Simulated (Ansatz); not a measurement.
# Debugging a many-body input for BiOBr (P4/nmm)

A first try at the G0W0 gap of BiOBr (P4/nmm), what the program said, and an input that works.

Method: G0W0 on LDA, plane waves, PAW, in Ansatz 0.2.0.

**1. The system as given**

It takes space group P4/nmm (No. 129, tetragonal). The conventional cell has a = 3.916 Å, b = 3.916 Å, c = 8.077 Å, α = 90.00°, β = 90.00°, γ = 90.00°. Nearest to Bi lie 4 O at 2.32 Å and 4 Br at 3.18 Å. Nearest to Br lie 4 Bi at 3.18 Å. Nearest to O lie 4 Bi at 2.32 Å. Farther neighbours, and contacts between anions beyond the nearest, are not listed.

The cell and positions come from the Crystallography Open Database and are kept as given unless a step says otherwise. The default PAW set here is soft_2. Its files were made with PBE.

**2. First try**

The input, input.yaml:

```yaml
crystal:
  lattice:
    - [3.916, 0.0, 0.0]
    - [0.0, 3.916, 0.0]
    - [0.0, 0.0, 8.077]
  atoms:
    - { symbol: Bi, position: [0.0, 0.5, 0.154] }
    - { symbol: Bi, position: [0.5, 0.0, 0.846] }
    - { symbol: Br, position: [0.0, 0.5, 0.653] }
    - { symbol: Br, position: [0.5, 0.0, 0.347] }
    - { symbol: O, position: [0.0, 0.0, 0.0] }
    - { symbol: O, position: [0.5, 0.5, 0.0] }
kpoints:
  mp_grid: { grid: [1, 1, 1] }
hamiltonian:
  xc: lda
scf:
  occupations: { method: fixed }
gw:
  n_empty_bands: 201
  ecut_chi: 80
  qp_bands: [v2, c2]
  qp_kpoints: band_edges
  screening: { model: contour_deformation }
```

The run is started by

```sh
$ ansatz run input.yaml --threads 4 --pin off --max-ram 18432MiB --backend cpu --events-out ev --progress --plain --runs-dir out
```

Output:

```text
Engine: ansatz 0.2.0, aarch64-unknown-linux-gnu
Pseudopotentials: kind: paw
Pseudopotential: Bi, paw, valence charge 15, recommended cutoff 420 eV (normal), Bi.paw.azcp
Pseudopotential: Br, paw, valence charge 7, recommended cutoff 420 eV (normal), Br.paw.azcp
Pseudopotential: O, paw, valence charge 6, recommended cutoff 420 eV (normal), O.paw.azcp
Functional definition: SPW92
  exchange = slater_x
  correlation = pw_c
Crystal: 6 atoms, lattice volume = 123.861 Å³
Basis set: ecut = 420 eV, 2419 PW (Γ)
Bands: 34, of which v1, the nominal top of the filled ones, is band 28 counted from 1 (27 counted from 0)
Symmetry: 16 space group operations
Space group: P4/nmm (ITA 129), of the structure as read, at distance tolerance 5.0e-5 Å
k-points: 1
Non-local potential: Bi, projectors of the file, l = 0: 2, l = 1: 2, l = 2: 2, l = 3: 2
Non-local potential: Br, projectors of the file, l = 0: 2, l = 1: 2, l = 2: 2
Non-local potential: O, projectors of the file, l = 0: 2, l = 1: 2, l = 2: 1
PAW form: soft (Blöchl's): semilocal exchange-correlation on the pseudo side does not see the compensation charge
PAW frozen core: Bi, regenerated for the run's functional, and the local potential with it (the file was generated under x = pbe(κ = 0.804, μ = 0.219515), c = pbe(β = 0.066725))
PAW frozen core: Br, regenerated for the run's functional, and the local potential with it (the file was generated under x = pbe(κ = 0.804, μ = 0.219515), c = pbe(β = 0.066725))
PAW frozen core: O, regenerated for the run's functional, and the local potential with it (the file was generated under x = pbe(κ = 0.804, μ = 0.219515), c = pbe(β = 0.066725))
PAW one-centre angular grid: Bi, 590 points (default); XC on 64 Gauss nodes
PAW one-centre angular grid: Br, 110 points (default); XC on 64 Gauss nodes
PAW one-centre angular grid: O, 110 points (default); XC on 64 Gauss nodes
Initial density: superposition of atomic densities (neutral atoms: chi_scale 0, normalization atom), corrected by the library's trained network
Initial wavefunctions: pseudopotential atomic-orbital guess
Functional: x = slater, c = lda
SCF iter   1: F=—  HF=-30665.007568 eV  |F-HF|=—  |Δ(HF+E_count)|=         —  Δρ=2.31e-2  dr2=1.35e0  ethr=1.77e-3  ⟨swp⟩=5.0  Hψ=131  notcnv=0  defer=4
preconditioner: auto → Resta (q_TF=auto, 2.390 Å⁻¹)  ε∞=3.4  [insulator: Δε(μ)=2.900 eV  Ē_g=16.078 eV  n_scr=30 (ndim 8)  ℏωp=25.0 eV  f_vac=0.002  ε∞_Penn≈3.4]
SCF iter   2: F=—  HF=-30664.804493 eV  |F-HF|=—  |Δ(HF+E_count)|=   2.03e-1  Δρ=1.60e-2  dr2=2.35e-1  ethr=1.77e-3  ⟨swp⟩=2.0  Hψ=53  notcnv=0  defer=4
SCF iter   3: F=—  HF=-30664.768670 eV  |F-HF|=—  |Δ(HF+E_count)|=   3.58e-2  Δρ=5.83e-3  dr2=5.51e-2  ethr=4.20e-4  ⟨swp⟩=2.0  Hψ=51  notcnv=0  defer=4
SCF iter   4: F=—  HF=-30664.765864 eV  |F-HF|=—  |Δ(HF+E_count)|=   2.81e-3  Δρ=2.34e-3  dr2=7.49e-3  ethr=9.83e-5  ⟨swp⟩=2.0  Hψ=55  notcnv=0  defer=4
SCF iter   5: F=—  HF=-30664.766691 eV  |F-HF|=—  |Δ(HF+E_count)|=   8.27e-4  Δρ=5.48e-4  dr2=5.08e-4  ethr=1.34e-5  ⟨swp⟩=2.0  Hψ=47  notcnv=0  defer=4
SCF iter   6: F=—  HF=-30664.766833 eV  |F-HF|=—  |Δ(HF+E_count)|=   1.41e-4  Δρ=1.30e-4  dr2=2.78e-5  ethr=9.08e-7  ⟨swp⟩=2.0  Hψ=44  notcnv=0  defer=4
SCF iter   7: F=—  HF=-30664.766841 eV  |F-HF|=—  |Δ(HF+E_count)|=   8.20e-6  Δρ=3.07e-5  dr2=9.28e-7  ethr=4.96e-8  ⟨swp⟩=2.0  Hψ=48  notcnv=0  defer=2
SCF iter   8: F=-30664.766841 eV  HF=-30664.766841 eV  |F-HF|=9.29e-9  |Δ(HF+E_count)|=   3.07e-7  Δρ=8.25e-6  dr2=8.07e-8  ethr=1.79e-10  ⟨swp⟩=11.0  Hψ=166  notcnv=0
SCF 1 converged in 8 iterations: F = -30664.766841 eV  dr2 = 8.07e-8
[...]
NSCF: frozen V_eff on 1 k-points
G₀W₀ screening: q 1/1
G₀W₀ self-energy: k 1/1
NSCF: frozen V_eff on 1 k-points
NSCF: frozen V_eff on 1 k-points
[...]
SCF converged after 8 iterations
Free energy (F): -30664.766841 eV
Harris-Foulkes:  -30664.766841 eV  (|F-HF|=9.29e-9)
Internal energy: -30664.766841 eV  (E = F + TS)
E sigma→0 (E₀):  -30664.766841 eV
Fermi energy:    6.837149 eV
--- Per-component energies (eV) ---
  E_band       = -216.296467
  E_kinetic    = 1232.250213
  E_local      = -5475.717995  (includes V_loc(G=0)·N_el)
  E_nonlocal   = 1382.986847
  E_hartree    = 2006.828380
  E_xc         = -971.646332
  E_vxc        = -689.287358  (∫ρ·V_xc dr)
  E_paw        = -25323.639069  (= ΣΔE_a)
  E_vpaw       = -680.195310  (= ΣTr[D̂ρ^β])
  E_aug_tail   = 0.004020  (compensation charges beyond the density's cutoff)
  E_ewald      = -3516.430001
  E_core_change = 0.597096  (= ΣΔE_core)
  E_smearing   = -0.000000  (= −TS)
  E_closure    = 0.000000  (closes the sum)
  Σ components = -30664.766841   (vs F -30664.766841, Δ=0.00e0)
--- Band table (eV) ---
  k-point 0: bands = [... 24 lower, 6.5635, 6.7417, 6.7417, 6.8371, 9.7346, 10.6210, 12.2799, 12.2799, ... 2 higher]
--- G₀W₀: contour deformation, 6 samples at zero and on the imaginary axis and 1 off it, 1 q-point, 201 empty bands' worth ---
  eigenvalues of the whole cell's RPA ε∞ on this k-mesh (on a slab, of 1 + 4πα/V) = 3.5587, 15.4880, 15.4880; static W/v taken at q = 0 is -0.046882
  gw.qp_kpoints: band_edges: 1 of 1 stored k-point solved, in 1 pass; an edge of the gap read off the rows below is read off those points alone
    ik  band        ε_KS         Σx   Σc(E_QP)       V_xc       Z   E_QP_lin       E_QP  E_QP is
     0    27      6.7417   -23.1659     4.9480   -18.4074  0.6947     6.9304     6.9313  root
     0    28      6.8371   -22.6130     4.4808   -18.4426  0.7021     7.1455     7.1476  root
     0    29      9.7346    -9.9413    -4.8780   -15.0186  0.7371     9.9348     9.9339  root
     0    30     10.6210   -10.7383    -4.3808   -15.3088  0.7232    10.8117    10.8107  root
```

Run time: 2.6 s. Hardware: 4 threads of Arm Neoverse V1, shared host; peak memory 0.38 GiB.

The column dr2 measures how far the density is from self-consistency, as an energy; F and HF (Harris–Foulkes) agree once it is small.

**What went wrong?**

The run ended normally, though the input holds a fault or crude settings.

The fault: G0W0 on a mesh far too coarse. So few points can't sample the density or the screening, and the band edges may lie elsewhere in the zone.

It printed a gap of 2.79 eV, which is an artefact of the settings.

**3. A better input**

G0W0 replaces the xc potential by the self-energy, built once from these orbitals. Only a window of levels is corrected, while the sums run over the empty bands that the input names.

input.yaml, as its differences from that of step 2:

```diff
@@ -13,3 +13,3 @@
 kpoints:
-  mp_grid: { grid: [1, 1, 1] }
+  mp_grid: { grid: [4, 4, 2] }
 hamiltonian:
@@ -19,4 +19,4 @@
 gw:
-  n_empty_bands: 201
-  ecut_chi: 80
+  n_empty_bands: 516
+  ecut_chi: 150
   qp_bands: [v2, c2]
```

Output:

```text
[...]
Crystal: 6 atoms, lattice volume = 123.861 Å³
Basis set: ecut = 420 eV, 2419 PW (Γ)
Bands: 34, of which v1, the nominal top of the filled ones, is band 28 counted from 1 (27 counted from 0)
[... 1 set-up line as in the run before ...]
[...]
k-points: 12 of 32
[...]
SCF iter   1: F=—  HF=-30671.921999 eV  |F-HF|=—  |Δ(HF+E_count)|=         —  Δρ=1.12e-2  dr2=1.43e-1  ethr=1.77e-3  ⟨swp⟩=5.1  Hψ=1557  notcnv=0  defer=45
[...]
SCF iter   7: F=-30671.888215 eV  HF=-30671.888215 eV  |F-HF|=5.96e-9  |Δ(HF+E_count)|=   1.31e-7  Δρ=3.17e-6  dr2=1.53e-8  ethr=1.79e-10  ⟨swp⟩=10.0  Hψ=1749  notcnv=0
SCF 1 converged in 7 iterations: F = -30671.888215 eV  dr2 = 1.53e-8
[...]
NSCF: frozen V_eff on 12 k-points
G₀W₀ screening: q 1/12
[... further progress lines ...]
SCF converged after 7 iterations
Free energy (F): -30671.888215 eV
[...]
0    27      6.5048   -19.6303     2.5885   -16.3601  0.7468     5.8137     5.8231  root
     0    28      6.5707   -18.6337     2.0272   -15.9482  0.7565     5.9038     5.9124  root
     0    29      9.5218   -10.5123    -3.7914   -14.8926  0.8034    10.1146    10.1108  root
     0    30     10.4335   -10.8693    -3.7235   -15.1485  0.7945    10.9929    10.9892  root
     1    27      6.8204   -19.9977     2.5510   -16.7301  0.7495     6.0939     6.1039  root
     1    28      7.1240   -19.7846     2.1232   -16.9514  0.7580     6.4049     6.4141  root
     1    29      9.3333    -9.7949    -3.6210   -13.9245  0.8053     9.8446     9.8420  root
     1    30      9.6153    -9.4705    -3.9006   -13.9999  0.8091    10.2484    10.2442  root
[...]
10    27      6.4978   -19.8763     2.7282   -16.4133  0.7436     5.7512     5.7630  root
    10    28      6.4978   -19.8763     2.7282   -16.4133  0.7436     5.7512     5.7630  root
    10    29     10.5245   -10.4290    -3.7544   -14.7464  0.7998    11.0909    11.0875  root
    10    30     10.5245   -10.4290    -3.7544   -14.7464  0.7998    11.0909    11.0875  root
[key lines of the parts left out:]
Fermi energy:    7.174507 eV
```

Wall time 4.7 min (4 threads); peak memory 2.2 GiB; 18 min of CPU time.

Read from the output:

```yaml
bands_summed: 544
rpa_eps_infinity_on_this_mesh_eigenvalues: 5.577, 7.545, 7.545
plane_waves_in_the_screening_matrix: 509
q_points_in_the_mesh: 32
g0w0_gap_on_the_mesh: 3.197 eV
k_of_the_valence_top: 0, -0.5, -0.5
k_of_the_conduction_bottom: 0, 0, -0.5
starting_gap_on_the_mesh: 2.159 eV
z_at_the_valence_top: 0.7541
z_at_the_conduction_bottom: 0.8053
least_direct_g0w0_gap_on_the_computed_points: 3.428 eV
```

The gap on the mesh goes from 2.16 eV to 3.20 eV, a correction of +1.04 eV. Between the two edge states, bare exchange in place of the xc potential would open the gap by 7.02 eV, and correlation takes back 5.98 eV.

**4. What came out**

```json
{
 "first try": "converged after 2.6 s",
 "better run": "G0W0 gap on the mesh 3.20 eV (4×4×2 mesh, 516 empty bands, screening to 150 eV)"
}
```

The second run differs in: mesh, empty bands and screening cutoff (eV). Bands and cutoff are finite, so the gap stands short of the basis limit, usually by up to a few tenths of an eV; the mesh is an error of its own. The 4×4×2 mesh is coarse for this cell (its supercell is 16 Å along the shortest edge). The RPA ε∞ on it, from the LDA start, is 5.58 and 7.55; such meshes misread the long-range screening, most where the gap is narrow. Where an edge is built on 6p states of lead, bismuth or thallium, scalar-relativistic gaps usually stand too wide, by a few tenths to over one eV. The many-body steps are scalar-relativistic: spin-orbit coupling is not in them.

[Long decimals in the printed logs are rounded to 6 places.]

[Logs are printed without paths, hosts, clocks, repeated set-up lines and the standing remarks that a program may print on its own settings, such as how far it seeks lower states.]

[Paths, hosts, dates, memory and timing lines, banners, echoed tables and standing remarks are left out of the program output; an Ansatz launch command may be rebuilt from the run's recorded settings. Measured values are a selection of at most five: reports struck by readers or far from the other reports are left out. None is set beside runs whose start may be inverted or whose files or cutoffs have a known fault.]

[Runs of the session that timed out or met a known fault of the program may be left out.]

[Cells called generated may have been cut or substituted from an entry of the Crystallography Open Database or the Materials Project.]

[Hosts, paths, dates, database ids (printed as entryN), source tags and the programs' standing remarks are cut or masked in the printed files.]

[Where the starting crystal was built by hand or by swapping elements, it need not be the compound's stable phase.]
